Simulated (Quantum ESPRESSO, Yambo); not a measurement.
Planning a run of Yambo 5.3.0 on Bi2S2O (P4/nmm). The input:

```
optics
bss
bse
em1s
dipoles
rim_cut
RandQpts= 1000000
RandGvec= 1 RL
Chimod= "HARTREE"
BSKmod= "SEX"
BSEmod= "resonant"
BSSmod= "h"
BSENGexx= 30 Ry
BSENGBlk= 6 Ry
% BSEQptR
 1 | 1 |
%
% BSEBands
 49 | 76 |
%
% BEnRange
 0 | 6 | eV
%
% BDmRange
 0.1 | 0.1 | eV
%
BEnSteps= 121
% BLongDir
 0 | 0 | 1 |
%
% BndsRnXs
 1 | 171 |
%
NGsBlkXs= 6 Ry
% LongDrXs
 1 | 1 | 1 |
%
% KfnQP_E
 0.364 | 1.0 | 1.0 |
%
BSHayTrs= -0.02
```

```sh
OMP_NUM_THREADS=1 mpirun -n 4 yambo -F bse6.in -J bse6,bse3_W -C bse6 > bse6.log
```

The stored states that it reads are on a 4×4×1 mesh. It takes space group P4/nmm (No. 129, tetragonal). Conventional cell: a = 3.954 Å, b = 3.954 Å, c = 14.051 Å, α = 90.00°, β = 90.00°, γ = 90.00°. Bi has 5 S at 2.52 to 2.82 Å nearest. Nearest to Bi lie 4 O at 2.34 Å and 4 S at 3.12 Å. S has 4 Bi at 2.82 Å nearest. S has 5 Bi at 2.52 to 3.12 Å nearest. O has 4 Bi at 2.34 Å nearest. Farther neighbours and most contacts between anions are not listed.

Q: How long will it take on 4 MPI ranks of Arm Neoverse V2, shared host, and how much memory?

It took 3.7 min; on shared hardware allow 1.9 min to 7.5 min. Peak host memory was 1.9 GiB.

The kernel grows as the square of the matrix size, and full diagonalisation as its cube.

[Paths, hosts, dates, memory and timing lines, banners, echoed tables and standing remarks are left out of the program output.]

[Logs are printed without paths, hosts, clocks, repeated set-up lines and the standing remarks that a program may print on its own settings, such as how far it seeks lower states.]

[Runs of the session that timed out or met a known fault of the program may be left out.]

[Hosts, paths, dates, database ids (printed as entryN), source tags and the programs' standing remarks are cut or masked in the printed files.]
